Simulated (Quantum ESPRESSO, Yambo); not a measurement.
An input for Yambo 5.3.0 (BiOBr (P4/nmm)):

```
optics
bss
bse
em1s
dipoles
rim_cut
RandQpts= 1000000
RandGvec= 1 RL
Chimod= "HARTREE"
BSKmod= "SEX"
BSEmod= "resonant"
BSSmod= "d"
BSENGexx= 30 Ry
BSENGBlk= 4 Ry
% BSEQptR
 1 | 1 |
%
% BSEBands
 81 | 96 |
%
% BEnRange
 0 | 7 | eV
%
% BDmRange
 0.1 | 0.1 | eV
%
BEnSteps= 141
% BLongDir
 1 | 0 | 0 |
%
% BndsRnXs
 1 | 134 |
%
NGsBlkXs= 4 Ry
% LongDrXs
 1 | 1 | 1 |
%
% KfnQP_E
 1.831 | 1.0 | 1.0 |
%
WRbsWF
```

The database entry behind the starting cell differs from later determinations by our own check (0.1 to 0.3 % short, probably kX units), so it need not match the best structure at ambient conditions.

```sh
OMP_NUM_THREADS=4 mpirun -n 4 yambo -F bse11.in -J bse11 -C bse11 > bse11.log
```

The stored states that it reads are on a 6×6×4 mesh. Symmetry: P4/nmm, No. 129, tetragonal system. Conventional cell: a = 3.916 Å, b = 3.916 Å, c = 8.077 Å, α = 90.00°, β = 90.00°, γ = 90.00°. Bi has 4 O at 2.32 Å and 4 Br at 3.18 Å nearest. Nearest to Br lie 4 Bi at 3.18 Å. Nearest to O lie 4 Bi at 2.32 Å. Farther neighbours and most contacts between anions are not listed.

Estimate wall time and host memory on 4 MPI ranks of Arm Neoverse V2, shared host.

It took 38 min; on shared hardware allow 19 min to 77 min. Peak host memory was 8.8 GiB.

The kernel grows as the square of the matrix size, and full diagonalisation as its cube.

[Paths, hosts, dates, memory and timing lines, banners, echoed tables and standing remarks are left out of the program output.]

[Logs are printed without paths, hosts, clocks, repeated set-up lines and the standing remarks that a program may print on its own settings, such as how far it seeks lower states.]

[Runs of the session that timed out or met a known fault of the program may be left out.]

[Hosts, paths, dates, database ids (printed as entryN), source tags and the programs' standing remarks are cut or masked in the printed files.]
